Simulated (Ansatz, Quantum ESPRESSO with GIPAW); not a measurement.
# From a field gradient to a quadrupolar line: 17O in YScO3

A plane-wave PAW calculation (PBEsol, Ansatz) gives this electric field gradient, in 10²¹ V/m² and Cartesian axes, at one O site of YScO3 (atom 7; bound to Sc3; site symmetry -6m2):

```
      1.2216        0.0000        0.0000
      0.0000        1.2216        0.0000
      0.0000        0.0000       -2.4431
```

17O has spin 5/2, Q = -0.02558 barn and |γ|/2π = 5.7742 MHz/T. The cell is the P6_3/mmc form of a database entry, atoms relaxed, static and at 0 K. 

**Task.** Find C_Q, η_Q and ν_Q, and the shift and width of the central transition under fast MAS at 16.4 T and 18.8 T.

1. The tensor is symmetric and traceless. Its eigenvalues, ordered by size, are V_xx = 1.2216, V_yy = 1.2216 and V_zz = -2.4431.

2. η_Q = (V_xx − V_yy)/V_zz = 0.000.

3. C_Q = eQV_zz/h. One unit of 10²¹ V/m² with one barn gives 24.18 MHz, so C_Q = 24.18 × −0.02558 × −2.4431 = 1.511 MHz. A spectrum shows its size, not its sign.

4. ν_Q = 3C_Q/[2I(2I−1)] = 0.227 MHz in size, and P_Q = |C_Q|√(1 + η²/3) = 1.511 MHz.

5. The resonances lie at ν0 = 94.70 and 108.56 MHz, so ν_Q/ν0 is 0.002 at most and second order holds. The centre of gravity moves by δ_Q = −(3/40)(P_Q/ν0)² F × 10⁶ ppm, with F = [I(I+1) − 3/4]/[I²(2I−1)²] = 0.08: -1.53 ppm at 16.4 T and -1.16 ppm at 18.8 T.

6. Summing the second-order term over orientations gives a full width of 3.27 ppm (0.31 kHz) and 2.49 ppm (0.27 kHz). In ppm both fall as 1/B²: (16.4/18.8)² = 0.761. The spinning rate must pass the static width for this shape to show cleanly.

[Banner, clock, file and message-heading lines were taken out of the pw.x and gipaw.x logs.]

[Logs are printed without paths, hosts, clocks, repeated set-up lines and the standing remarks that a program may print on its own settings, such as how far it seeks lower states.]

[Hosts, paths, dates, database ids (printed as entryN), source tags and the programs' standing remarks are cut or masked in the printed files.]
